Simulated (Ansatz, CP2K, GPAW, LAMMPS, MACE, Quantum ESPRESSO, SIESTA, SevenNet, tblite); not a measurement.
# CP2K runs on ionic liquid Pyr13+ Cl- at 400 K (112 atoms)

How do the settings of CP2K change the result for ionic liquid Pyr13+ Cl- at 400 K (112 atoms)? A plane-wave run serves as the yardstick.

Method: the method is named at each step, in CP2K 2026.2.

## 1. The starting structure

The cell holds 112 atoms: 32 C, 4 N, 72 H and 4 Cl. Cell: a = 10.205 Å, b = 10.205 Å, c = 10.205 Å, α = 90.0°, β = 90.0°, γ = 90.0°. 4 Pyr13+, 4 Cl- placed at random, at 1.02 g/cm³; overlaps pushed apart, then 10 ps at 700 K with Joung-Cheatham ions (J. Phys. Chem. B 112, 9020 (2008)); MMFF94 bonds, angles, torsions, charges and radii (Halgren, J. Comput. Chem. 17, 490 (1996)) in harmonic and 12-6 forms; charges of ions scaled by 0.8. Snapshot after 30 ps at 400 K and fixed volume.

The yardstick, on the same geometry:

```
method                                           : Kohn-Sham DFT, PBE, SSSP efficiency 1.3.0 pseudopotentials, plane waves (Quantum ESPRESSO 7.5); sssp-pbe-1.3.0-efficiency, cutoffs 60/480 Ry, Γ point
r.m.s. force component                           : 0.9434 eV/Å
longest force                                    : 3.389 eV/Å
pressure                                         : 2.016 GPa
gap (highest filled to lowest empty level) : 4.009 eV
time                                             : 1.7 min on 2 MPI ranks of Arm Neoverse V2, shared host
CPU time                                         : 3.4 min
```

## 2. PBE, DZVP-UZH, 600/50 Ry, OT CG

Method: Kohn-Sham DFT, PBE, GTH-PBE pseudopotentials, Gaussian and plane waves, DZVP-MOLOPT (UZH set), orbital transformation.

Input file input.inp:

```
&GLOBAL
  PROJECT cell
  RUN_TYPE ENERGY_FORCE
  PRINT_LEVEL LOW
&END GLOBAL
&FORCE_EVAL
  METHOD QS
  STRESS_TENSOR ANALYTICAL
  &DFT
    BASIS_SET_FILE_NAME BASIS_MOLOPT_UZH
    POTENTIAL_FILE_NAME POTENTIAL_UZH
    &MGRID
      CUTOFF 600
      REL_CUTOFF 50
      NGRIDS 5
    &END MGRID
    &QS
      EPS_DEFAULT 1.0E-12
    &END QS
    &SCF
      SCF_GUESS ATOMIC
      EPS_SCF 1.0E-06
      MAX_SCF 30
      &OT
        MINIMIZER CG
        PRECONDITIONER FULL_ALL
        ENERGY_GAP 0.001
      &END OT
      &OUTER_SCF
        EPS_SCF 1.0E-06
        MAX_SCF 8
      &END OUTER_SCF
      &PRINT
        &RESTART OFF
        &END RESTART
      &END PRINT
    &END SCF
    &XC
      &XC_FUNCTIONAL PBE
      &END XC_FUNCTIONAL
    &END XC
    &PRINT
      &MULLIKEN ON
      &END MULLIKEN
      &LOWDIN ON
      &END LOWDIN
      &MO_CUBES
        NHOMO 1
        NLUMO 4
        WRITE_CUBE F
      &END MO_CUBES
    &END PRINT
  &END DFT
  &SUBSYS
    &CELL
      A 10.20511 0.00000 0.00000
      B 0.00000 10.20511 0.00000
      C 0.00000 0.00000 10.20511
    &END CELL
    &COORD
      SCALED
      C 0.12325 0.57522 0.40317
      C 0.01949 0.60848 0.30369
      C 0.01471 0.75656 0.28941
      N 0.90774 0.79978 0.20154
      C 0.77893 0.77925 0.28447
      C 0.92284 0.94143 0.17709
      C 0.02388 0.95039 0.06072
      C 0.01035 0.81277 0.99683
      C 0.90698 0.74343 0.06747
      H 0.12057 0.46997 0.40940
      H 0.09078 0.62080 0.49407
      H 0.22548 0.60745 0.38346
      H 0.05580 0.56550 0.21891
      H 0.92022 0.57668 0.33520
      H 0.09863 0.78931 0.23962
      H 0.00404 0.80245 0.38397
      H 0.75542 0.67502 0.29690
      H 0.70619 0.84198 0.23841
      H 0.79822 0.82336 0.38208
      H 0.83518 0.97594 0.11851
      H 0.94871 0.99695 0.26874
      H 0.99781 0.03045 0.00033
      H 0.13104 0.96439 0.09388
      H 0.10593 0.75820 0.01335
      H 0.98470 0.82748 0.89929
      H 0.92246 0.63867 0.07607
      H 0.80483 0.77291 0.02866
      C 0.13475 0.45364 0.96582
      C 0.20328 0.36892 0.07723
      C 0.31314 0.44783 0.14579
      N 0.39420 0.37520 0.24882
      C 0.47466 0.48765 0.30992
      C 0.32548 0.30407 0.35320
      C 0.40549 0.18517 0.37975
      C 0.52689 0.18843 0.29048
      C 0.48332 0.27452 0.17733
      H 0.12112 0.55493 0.98481
      H 0.19276 0.43777 0.87658
      H 0.03804 0.41545 0.94807
      H 0.12714 0.34722 0.14736
      H 0.23684 0.27859 0.03087
      H 0.38428 0.46936 0.07302
      H 0.28121 0.53306 0.18941
      H 0.41509 0.56230 0.34944
      H 0.54046 0.44370 0.38350
      H 0.54204 0.51506 0.23550
      H 0.22663 0.29084 0.31856
      H 0.32801 0.36632 0.44847
      H 0.42624 0.16253 0.48187
      H 0.35630 0.10095 0.35006
      H 0.60508 0.23773 0.34204
      H 0.55509 0.09216 0.26810
      H 0.42327 0.22463 0.10809
      H 0.56586 0.31927 0.13156
      C 0.61063 0.55739 0.96717
      C 0.60228 0.66657 0.86514
[... 52 atom lines left out ...]
      Cl 0.40107 0.82358 0.21104
      Cl 0.87998 0.77546 0.62125
      Cl 0.84444 0.30723 0.17877
      Cl 0.37334 0.31260 0.70476
    &END COORD
    &KIND C
      BASIS_SET DZVP-MOLOPT-PBE-GTH-q4
      POTENTIAL GTH-PBE-q4
    &END KIND
    &KIND N
      BASIS_SET DZVP-MOLOPT-PBE-GTH-q5
      POTENTIAL GTH-PBE-q5
    &END KIND
    &KIND H
      BASIS_SET DZVP-MOLOPT-PBE-GTH-q1
      POTENTIAL GTH-PBE-q1
    &END KIND
    &KIND Cl
      BASIS_SET DZVP-MOLOPT-PBE-GTH-q7
      POTENTIAL GTH-PBE-q7
    &END KIND
  &END SUBSYS
  &PRINT
    &FORCES ON
    &END FORCES
    &STRESS_TENSOR ON
    &END STRESS_TENSOR
  &END PRINT
&END FORCE_EVAL
```

Started as:

```bash
> OMP_NUM_THREADS=1 mpirun -np 4 cp2k.psmp -i input.inp > output.txt
```

What it wrote:

```text
CP2K| version string:                                       CP2K version 2026.2
 CP2K| Input file name                                                 input.inp
 GLOBAL| Basis set file name                                    BASIS_MOLOPT_UZH
 GLOBAL| Potential file name                                       POTENTIAL_UZH
 GLOBAL| Run type                                                   ENERGY_FORCE
 GLOBAL| Total number of message passing processes                             4
 GLOBAL| Number of threads for this process                                    1
 TOTAL NUMBERS AND MAXIMUM NUMBERS
  Total number of            - Atomic kinds:                                   4
                             - Atoms:                                        112
                             - Shell sets:                                   112
                             - Shells:                                       416
                             - Primitive Cartesian functions:                556
                             - Cartesian basis functions:                    920
                             - Spherical basis functions:                    880
  Maximum angular momentum of- Orbital basis functions:                        2
                             - Local part of the GTH pseudopotential:          2
                             - Non-local part of the GTH pseudopotential:      2
 SCF PARAMETERS         Density guess:                                    ATOMIC
                        max_scf:                                              30
                        eps_scf:                                        1.00E-06
                        Outer loop SCF in use
                        eps_scf                                         1.00E-06
                        max_scf                                                8
 Extrapolation method: initial_guess
 Number of electrons:                                                        248
[... lines left out ...]
  Step     Update method      Time    Convergence         Total energy    Change
[... lines left out ...]
  Hartree energy:                                             309.925195
  Exchange-correlation energy:                               -104.063448
  Total energy:                                              -324.394612
  outer SCF iter =    1 RMS gradient =   0.88E-05 energy =       -324.3946115739
  ----------------------------------- OT ---------------------------------------
  Minimizer      : CG                  : conjugate gradient
  Preconditioner : FULL_ALL            : diagonalization, state selective
  Precond_solver : DEFAULT
  Line search    : 2PNT                : 2 energies, one gradient
  stepsize       :    0.15000000                  energy_gap     :    0.00100000
  eps_taylor     :   0.10000E-15                  max_taylor     :             4
  ----------------------------------- OT ---------------------------------------
  Step     Update method      Time    Convergence         Total energy    Change
[...]
- OT LS       0.24E+00    1.1                     -324.3946142229
     2 OT CG       0.24E+00    3.2     0.00000396      -324.3946145433 -2.37E-06
     - OT LS       0.90E-01    1.1                     -324.3946144115
     3 OT CG       0.90E-01    3.2     0.00000049      -324.3946146199 -7.66E-08
  *** SCF run converged in     3 steps ***
  Electronic density on regular grids:       -247.9999999999        0.0000000001
  Core density on regular grids:              247.9999999998       -0.0000000002
  Total charge density on r-space grids:       -0.0000000001
  Total charge density g-space grids:          -0.0000000001
  Overlap energy of the core charge distribution:               2.90702e-05
  Self energy of the core charge distribution:               -762.065509
  Core Hamiltonian energy:                                    231.809885
  Hartree energy:                                             309.924587
  Exchange-correlation energy:                               -104.063607
  Total energy:                                              -324.394615
  outer SCF iter =    2 RMS gradient =   0.49E-06 energy =       -324.3946146199
  outer SCF loop converged in   2 iterations or   64 steps
 !-----------------------------------------------------------------------------!
                     Mulliken Population Analysis
 #  Atom  Element  Kind  Atomic population                           Net charge
       1     C        1          4.289262                             -0.289262
       2     C        1          4.172742                             -0.172742
       3     C        1          4.100521                             -0.100521
[...]
# Total charge                            248.000000                  0.000000
 !-----------------------------------------------------------------------------!
 LOWDIN POPULATION ANALYSIS
 #  Atom  Element  Kind  Atomic population                           Net charge
[...]
111     Cl       4          7.686767                             -0.686767
     112     Cl       4          7.641733                             -0.641733
 # Total charge                            248.000000                  0.000000
  Eigenvalues of the occupied subspace spin            1
      -0.79344871     -0.78646548     -0.78084697     -0.77195756
      -0.60505640     -0.60331073     -0.59864995     -0.58856093
      -0.56376916     -0.55986480     -0.55778434     -0.54956450
[...]
-0.00578182     -0.00508508     -0.00433769     -0.00293864
 Fermi Energy [eV] :   -0.079964
  Using OT eigensolver for additional unoccupied orbitals spin            1
  Lowest Eigenvalues of the unoccupied subspace spin            1
 OT| Eigensolver reached convergence in 245 iterations
       0.16107383      0.17597996      0.17671323      0.18274456
 HOMO - LUMO gap [eV] :    4.463006
 ENERGY| Total FORCE_EVAL ( QS ) energy [hartree]           -324.394615
 FORCES| Atomic forces [hartree/bohr]
 FORCES|   Atom     x               y               z               |f|
 FORCES|      1 -1.56182523E-03  5.04644327E-03  1.58604351E-02   1.67170359E-02
 FORCES|      2 -5.87164206E-03  3.43824174E-02  2.75241168E-02   4.44320133E-02
 FORCES|      3  3.25268243E-03 -2.53354621E-02 -1.35598080E-02   2.89194394E-02
[...]
FORCES|    111  1.15970871E-03  2.63346578E-03  2.34592573E-03   3.71260472E-03
 FORCES|    112  1.73859985E-03  4.43192498E-03  4.81061079E-04   4.78498780E-03
 FORCES| Sum    -4.15168080E-05 -4.09767445E-05  9.91902104E-05
 FORCES| Total atomic force                                       1.15071442E-04
 STRESS| Analytical stress tensor [bar]
 STRESS|                        x                   y                   z
 STRESS|      x        1.70185514193E+04   2.28202805328E+03  -1.98777582872E+03
 STRESS|      y        2.28202805328E+03   2.95097773049E+04   1.05000928840E+03
 STRESS|      z       -1.98777582872E+03   1.05000928840E+03   2.50134434410E+04
 STRESS| 1/3 Trace                                             2.38472573884E+04
```

Elapsed: 2.5 min, on 4 MPI ranks of Arm Neoverse V2, shared host; peak memory 2.6 GiB.

Banners and routine set-up lines are dropped from the logs; longer cuts are marked.

Against the reference:

- r.m.s. force component: 0.9644 eV/Å
- r.m.s. difference of force components: 37.93 meV/Å
- longest difference of force vectors: 171.1 meV/Å
- force difference over r.m.s. force: 4.021 %
- slope of forces against the reference's: 1.022
- correlation of force components: 0.9994
- gap (highest filled to lowest empty level): 4.463 eV
- gap difference: 0.4539 eV
- pressure: 2.385 GPa
- pressure difference: 0.369 GPa

Length of the force difference by element (eV/Å):

```
element  atoms   mean   most
      C     32  0.099   0.17
     Cl      4  0.016  0.024
      H     72  0.035  0.079
      N      4  0.054  0.072
```

A closer look about C30, which bears the longest force: 9 atoms, nearest first, numbered in the order of the input, with positions taken from that point.

```
atom      x      y      z  distance (Å)  bonds  Mulliken charge (e)     Fx     Fy  Fz (eV/Å)
 C30   0.00   0.00   0.00          0.00      4                -0.09  -0.27  -3.17      -1.21
 H43  -0.33   0.87   0.45          1.03      1                 0.12  -0.99   2.15       0.91
 H42   0.73   0.22  -0.74          1.06      1                 0.13   0.78   0.63      -0.77
 N31   0.83  -0.74   1.05          1.53      4                -0.04   1.13   1.89      -1.23
 C29  -1.12  -0.81  -0.70          1.55      4                -0.21  -0.49   1.55      -0.10
 H40  -1.90  -1.03   0.02          2.16      1                 0.13  -0.54  -0.43       0.42
 H41  -0.78  -1.73  -1.17          2.23      1                 0.11   0.20  -0.12       0.04
 C32   1.65   0.41   1.67          2.38      4                -0.17   1.57  -2.90       0.06
 C36   1.74  -1.77   0.32          2.50      4                -0.10   0.01  -0.22       1.95
```

Forces lie 4.0 % from the reference's, at 2.9 times its CPU time (on 4 against 2 cores); the SCF took 64 steps, which the time reflects.

## 3. GFN1-xTB, OT DIIS

Method: GFN1-xTB tight binding (the program's own implementation), orbital transformation.

Input file input.inp:

```
&GLOBAL
  PROJECT cell
  RUN_TYPE ENERGY_FORCE
  PRINT_LEVEL LOW
&END GLOBAL
&FORCE_EVAL
  METHOD QS
  STRESS_TENSOR ANALYTICAL
  &DFT
    &QS
      METHOD XTB
      &XTB
        GFN_TYPE 1
        DO_EWALD T
        CHECK_ATOMIC_CHARGES F
      &END XTB
    &END QS
    &SCF
      SCF_GUESS ATOMIC
      EPS_SCF 1.0E-06
      MAX_SCF 30
      &OT
        MINIMIZER DIIS
        PRECONDITIONER FULL_SINGLE_INVERSE
      &END OT
      &OUTER_SCF
        EPS_SCF 1.0E-06
        MAX_SCF 8
      &END OUTER_SCF
      &PRINT
        &RESTART OFF
        &END RESTART
      &END PRINT
    &END SCF
    &PRINT
      &MULLIKEN ON
      &END MULLIKEN
      &MO_CUBES
        NHOMO 1
        NLUMO 4
        WRITE_CUBE F
      &END MO_CUBES
    &END PRINT
  &END DFT
  &SUBSYS
    &CELL
      A 10.20511 0.00000 0.00000
      B 0.00000 10.20511 0.00000
      C 0.00000 0.00000 10.20511
    &END CELL
    &COORD
      SCALED
[... 112 atom lines left out: the same atoms as in the first run ...]
    &END COORD
  &END SUBSYS
  &PRINT
    &FORCES ON
    &END FORCES
    &STRESS_TENSOR ON
    &END STRESS_TENSOR
  &END PRINT
&END FORCE_EVAL
```

Started as:

```bash
> OMP_NUM_THREADS=1 cp2k.psmp -i input.inp > output.txt
```

What it wrote:

```text
CP2K| version string:                                       CP2K version 2026.2
 CP2K| Input file name                                                 input.inp
 GLOBAL| Basis set file name                                           BASIS_SET
 GLOBAL| Potential file name                                           POTENTIAL
 GLOBAL| Run type                                                   ENERGY_FORCE
 GLOBAL| Total number of message passing processes                             1
 GLOBAL| Number of threads for this process                                    1
                  #####   #####        #          ####### ######
                 #     # #     #      #              #    #     #
                 #     # #           #    ##   ##    #    #     #
[... lines left out ...]
 Number of electrons:                                                        248
[... lines left out ...]
  Step     Update method      Time    Convergence         Total energy    Change
[... lines left out ...]
  *** SCF run converged in    10 steps ***
[... lines left out ...]
  Total energy:                                              -136.321292
[... lines left out ...]
  outer SCF loop converged in   1 iterations or   10 steps
[... lines left out ...]
       3     C          1                 3.951667                      0.048333
[...]
111     Cl         4                 7.915619                     -0.915619
     112     Cl         4                 7.898445                     -0.898445
 # Total charge                         248.000000                     -0.000000
  Eigenvalues of the occupied subspace spin            1
      -0.86886311     -0.86560733     -0.86405276     -0.85792304
      -0.82881515     -0.82610712     -0.82181586     -0.82086882
      -0.72064279     -0.72020057     -0.71928159     -0.71207456
[...]
-0.46788691     -0.46763068     -0.46749759     -0.46730210
      -0.46699166     -0.46652972     -0.46641532     -0.46454887
 Fermi Energy [eV] :  -12.641018
 ENERGY| Total FORCE_EVAL ( QS ) energy [hartree]           -136.321292
 FORCES| Atomic forces [hartree/bohr]
 FORCES|   Atom     x               y               z               |f|
 FORCES|      1  1.53328147E-03  5.65897788E-03  2.00620320E-02   2.09011988E-02
 FORCES|      2 -1.03043860E-02  2.46806766E-02  2.22801242E-02   3.48097702E-02
 FORCES|      3 -5.64172500E-03 -1.44401868E-02 -1.15577724E-02   1.93372738E-02
[...]
FORCES|    111 -4.19983332E-04  9.01810090E-04  1.94234832E-03   2.18228422E-03
 FORCES|    112  1.48186922E-03  6.77608071E-04 -8.23996316E-04   1.82594059E-03
 FORCES| Sum     3.17757973E-15  3.07089423E-15 -1.49637247E-14
 FORCES| Total atomic force                                       1.56025787E-14
 STRESS| Analytical stress tensor [bar]
 STRESS|                        x                   y                   z
 STRESS|      x       -1.79948230297E+04   3.12186620996E+03  -2.42568167025E+03
 STRESS|      y        3.12186620996E+03  -4.58893620086E+03   1.57289108095E+03
 STRESS|      z       -2.42568167025E+03   1.57289108095E+03  -7.17912527842E+03
 STRESS| 1/3 Trace                                            -9.92096150299E+03
```

Wall time 3 s (1 thread); peak memory 0.37 GiB.

Numbers from this run, and their distance from the reference:

```
r.m.s. force component                  : 0.9051 eV/Å
r.m.s. difference of force components   : 191.5 meV/Å
longest difference of force vectors     : 857.4 meV/Å
force difference over r.m.s. force      : 20.3 %
slope of forces against the reference's : 0.9396
correlation of force components         : 0.9794
pressure                                : -0.9921 GPa
pressure difference                     : -3.008 GPa
```

Against the first run (4.0 %), the force difference from the reference is 20 %, at 0.0049 times the CPU time (on 1 against 4 cores) (10 SCF steps against 64); the model has changed, so this is no error of the program alone.

[end of part 1 of 3]

[Long decimals in the printed logs are rounded to 6 places.]

[Also dropped from logs without a mark: lines with file paths, logging warnings of Python, QE's lines on negative density and diagonalisation, SIESTA's first energy breakdown, zero terms and Voronoi charges.]

[Logs are printed without paths, hosts, clocks, repeated set-up lines and the standing remarks that a program may print on its own settings, such as how far it seeks lower states.]

[Hosts, paths, dates, database ids (printed as entryN), source tags and the programs' standing remarks are cut or masked in the printed files.]

[Most failed runs of this program on this cell are left out, timed-out ones always.]

[The MMFF94 radii named for the starting cell were scaled by 0.96; in molecules described by MMFF94, hydrogen bound to N, O or S took a small fixed 12-6 site in their place.]
